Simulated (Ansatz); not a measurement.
# Sc3B (built on the sites of a database entry of La3In): a soft mode frozen in, part 3 of 3

Wanted: the energy along a soft mode of Sc3B (built on the sites of a database entry of La3In) and the structure at the end.

Ansatz 0.2.0; DFT PBEsol, scalar-relativistic, plane waves, PAW.

So far. Step 5 (Energy along the mode, all amplitudes (two of the runs …): The lowest of the steps tried is the last one, at 0.6 Å, 64.0 meV/atom below the parent; the bottom of the well need not coincide with a step. Step 7 (The new phase in its own primitive cell): The largest force component left is 0.022 meV/Å and the pressure is 0.001 GPa, within the tolerances set. The cell now holds 17.50 Å³/atom. The relaxed cell has a = 5.643, c = 4.397 Å (conventional setting).

The structure was built from a prototype and need not be the compound's stable phase.

**8. Modes of the new phase, k-mesh 6×6×8**

A relaxed structure may still be a saddle point, so its zone-centre modes are computed. No field response is asked, since the mesh shows no gap.

Contents of input.yaml:

```yaml
crystal:
  lattice:
    - [5.6427850869, 0.0, 0.0]
    - [0.0, 5.6427850869, 0.0]
    - [0.0, 0.0, 4.3973343618]
  atoms:
    - { symbol: Sc, position: [0.0, 0.0, 0.0] }
    - { symbol: Sc, position: [0.5, 0.5, 0.0] }
    - { symbol: Sc, position: [0.6720595828, 0.8279404172, 0.5] }
    - { symbol: Sc, position: [0.3279404172, 0.1720595828, 0.5] }
    - { symbol: Sc, position: [0.8279404172, 0.3279404172, 0.5] }
    - { symbol: Sc, position: [0.1720595828, 0.6720595828, 0.5] }
    - { symbol: B, position: [0.5, 0.0, 0.0] }
    - { symbol: B, position: [0.0, 0.5, 0.0] }
kpoints:
  mp_grid: { grid: [6, 6, 8] }
hamiltonian:
  xc: pbesol
scf:
  occupations: { method: methfessel_paxton, width: 0.15 }
output:
  eigenvalues: true
phonons:
  method: dfpt
```

Command:

```sh
ansatz run input.yaml --threads 8 --pin off --max-ram 14336MiB --backend cpu --events-out ev --progress --plain --runs-dir out
```

Numbers of over 12 decimals in the logs are rounded to 6 here.

The program printed:

```text
zone centre: on kpoints.mp_grid the ground state, and the responses unless they are solved on pairs of k-points, stand on 100 of the mesh's 288 k-points, reduced under 2 symmetry operations, with k and −k counted as one. Each operation leaves every solved displacement unchanged or reverses it
[...]
Crystal: 8 atoms, lattice volume = 140.016 Å³
Basis set: ecut = 420 eV, 2755 PW (Γ), exchange–correlation on 80×80×60 points (8 copies of the dense FFT grid, shifted against one another)
Bands: 44, of which v1, the nominal top of the filled ones, is band 36 counted from 1 (35 counted from 0)
Symmetry: 16 space group operations
k-points: 100 of 288 (irreducible under 2 space group operations, time reversal used)
[...]
SCF iter   1: F=—  HF=-12972.831087 eV  |F-HF|=—  |Δ(HF+E_count)|=         —  Δρ=1.04e-2  dr2=2.57e-1  ethr=1.77e-3  ⟨swp⟩=5.4  Hψ=17478  notcnv=0
[...]
SCF iter  11: F=-12972.781194 eV  HF=-12972.781194 eV  |F-HF|=1.82e-12  |Δ(HF+E_count)|=  5.46e-12  S|Δr|=    0.00e0  Δρ=3.26e-8  dr2=1.93e-12  ethr=1.00e-12  ⟨swp⟩=6.7  Hψ=16507  notcnv=0
SCF 1 converged in 11 iterations: F = -12972.781194 eV  dr2 = 1.93e-12
[...]
DFPT response loops at Γ: preconditioner auto → Kerker (q_TF=auto, 2.442 Å⁻¹) (partly filled bands, converged f_vac=0.000); β = 1.00, the filter's whole step (`scf.mixing.beta` (0.50) is not read by the response loops under this deck's `scf.mixing.preconditioner`; to damp them name `kerker` or `kerker_dos`, under which they read `scf.mixing.beta`, and type it under 1.00, their step now; both keys bind the ground state too); Broyden in place of MSR1
SCF converged after 11 iterations
[...]
Free energy (F): -12972.781194 eV
[...]
Internal energy: -12972.785161 eV  (E = F + TS)
E sigma→0 (E₀):  -12972.782185 eV
Entropy (-TS):   0.003967 eV (0.496 meV/atom)
Fermi energy:    10.941616 eV
[...]
--- Band table (eV; the first three rows and the last of 100) ---
  k-point 0: bands = [... 32 lower, 10.3703, 10.3703, 10.4727, 10.4995, 10.5065, 10.5065, 11.5328, 12.1201, ... 4 higher]
  k-point 1: bands = [... 32 lower, 10.3154, 10.3154, 10.5892, 10.5892, 10.6461, 10.8522, 11.4595, 11.7165, ... 4 higher]
  k-point 2: bands = [... 32 lower, 10.1993, 10.1993, 10.6871, 10.6871, 10.9322, 11.2384, 11.3251, 11.5169, ... 4 higher]
  k-point 99: bands = [... 32 lower, 10.0377, 10.0377, 10.8564, 10.8564, 11.5094, 11.5094, 11.8292, 11.8292, ... 4 higher]
--- Phonons (Γ-DFPT): 6 representative perturbations + reference, on 100 of 288 k-points (Σ response iterations 19) ---
  k mesh reduced under 2 symmetry operations, with k and −k counted as one. Each operation leaves every solved displacement unchanged or reverses it
  ASR residual: 1.398e-5 → 0.000e0 eV/Å²; symmetrization residual: 3.239e-6 eV/Å²
  ASR residual per site (eV/Å²): 7.91e-6 7.91e-6 1.40e-5 1.40e-5 1.40e-5 1.40e-5 7.37e-6 7.37e-6
  Γ frequencies (cm⁻¹): -77.18 -77.18 -27.91 -27.91 0.00 0.00 0.00 123.32 123.32 132.80 170.77 176.84 176.84 199.51 230.82 285.80 291.21 300.49 300.49 317.69 331.25 344.41 344.54 344.54
  non-analytic LO–TO correction: not included (Born effective charges unavailable; polar crystals: no LO–TO splitting at Γ)
```

It took 65 s on 8 threads of Arm Neoverse V2, shared host; peak memory 2.6 GiB.

Numbers from this step:

- sum-rule residual before enforcement: 1.40e-5 eV/Å²
- point group: 4/mmm
- highest optical mode at the zone centre (no LO-TO term): 344.5 cm⁻¹
- lowest optical zone-centre mode: -77.18 cm⁻¹

Patterns of degenerate modes are one choice out of their space. Modes at Γ, with each element's share of the kinetic energy (negative means imaginary):

```csv
mode,frequency (cm⁻¹),symmetry,Sc %,B %
1,-77.2,Eu,58,42
2,-77.2,Eu,58,42
3,-27.9,Eu,76,24
4,-27.9,Eu,76,24
5,0.0,acoustic,93,7
6,0.0,acoustic,93,7
7,0.0,acoustic,93,7
8,123.3,Eu,65,35
9,123.3,Eu,65,35
10,132.8,B1u,81,19
11,170.8,B1g,100,0
12,176.8,Eg,100,0
13,176.8,Eg,100,0
14,199.5,A1g,100,0
15,230.8,A1u,100,0
16,285.8,A2u,98,2
17,291.2,A2g,100,0
18,300.5,Eu,96,4
19,300.5,Eu,96,4
20,317.7,B2g,100,0
21,331.2,B1u,19,81
22,344.4,A2u,10,90
23,344.5,Eu,13,87
24,344.5,Eu,13,87
```

Displacements in mode 2 (-77.2 cm⁻¹), the largest set to 1:
```
Sc1 -0.43  0.00  0.00
Sc2 -0.42  0.10  0.00
Sc3  0.31 -0.22  0.00
Sc4  0.31 -0.22  0.00
Sc5  0.27  0.15  0.00
Sc6  0.27  0.15  0.00
B7  -0.51 -0.85  0.00
B8  -0.74  1.00  0.00
```

Displacements in mode 22 (344.4 cm⁻¹), the largest set to 1:
```
Sc1  0.00  0.00 -0.01
Sc2  0.00  0.00 -0.01
Sc3  0.00  0.00 -0.11
Sc4  0.00  0.00 -0.11
Sc5  0.00  0.00 -0.11
Sc6  0.00  0.00 -0.11
B7   0.00  0.00  1.00
B8   0.00  0.00  1.00
```

Before it was imposed, the acoustic sum rule was missed by 1.4e-5 eV/Å². Small misses are needed for a sound result but don't prove that mesh and cutoff are converged. The lowest optical mode is imaginary, 77.2i cm⁻¹, so the energy falls along it.

**9. The phases reached**

The phases reached along the modes that were followed are set side by side.

Energies are those of the first relaxation, on the mesh of the frozen mode; space group, volume and gap are those of the last relaxation. Phases, by row:

```csv
mode frozen in,space group,energy from parent (meV/atom),volume (Å³/atom),gap on mesh (eV),lowest zone-centre optical mode (cm⁻¹),largest shift (Å)
parent,Pm-3m,0,16.71,0,–,–
"q = (0, 0, -0.5), 91i cm⁻¹",P4_2/mmc,-4.92,16.77,0,89.1,0.235
"q = (0, -0.5, -0.5), 81i cm⁻¹",P4/mbm,-106,17.5,0,-77.2,0.622
```

**10. Summary of results**

```
unstable mode of the parent                                                      : q = (0, -0.5, -0.5), 81i cm⁻¹
depth at the lowest point sampled                                                : 64.0 meV/atom
largest atomic shift at that point                                               : 0.6 Å
space group reached (within 0.01 Å)                                              : P4/mbm
energy gained over the parent (first relaxation, on the mesh of the frozen mode) : 106 meV/atom
volume per atom, phase reached                                                   : 17.5 Å³
lowest optical zone-centre mode, phase reached                                   : -77.2 cm⁻¹
highest optical mode at the zone centre (no LO-TO term), phase reached           : 345 cm⁻¹
```

**Reading.** Along this mode the structure falls into P4/mbm, 106 meV/atom below the parent. At the parent's cell the well is 63.99 meV/atom deep on the steps tried, with its lowest point at a shift of 0.6 Å. That is the last step tried, so the steps alone don't bracket the bottom of the well. Relaxing atoms and cell changes the gain by +42.02 meV/atom against the lowest step (energies at zero smearing). The new phase still has an imaginary mode at the zone centre of its cell, so it is a saddle point on the way to a lower structure. Of the 2 patterns followed to their end from this parent, this one reaches the lowest energy. Each path keeps the symmetry of its pattern, so a lower phase may lie along a pattern not tried. The q mesh stands for a supercell only 8.1 Å across, so branches between the solved wavevectors are rough. With no gap, or one that is small against the smearing, the frequencies hang on the k mesh and the smearing, most of all near Kohn anomalies. The starting cell was built on a prototype and not taken from a measurement, so the phase need not exist.

[Logs are printed without paths, hosts, clocks, repeated set-up lines and the standing remarks that a program may print on its own settings, such as how far it seeks lower states.]

[Hosts, paths, dates, database ids (printed as entryN), source tags and the programs' standing remarks are cut or masked in the printed files.]
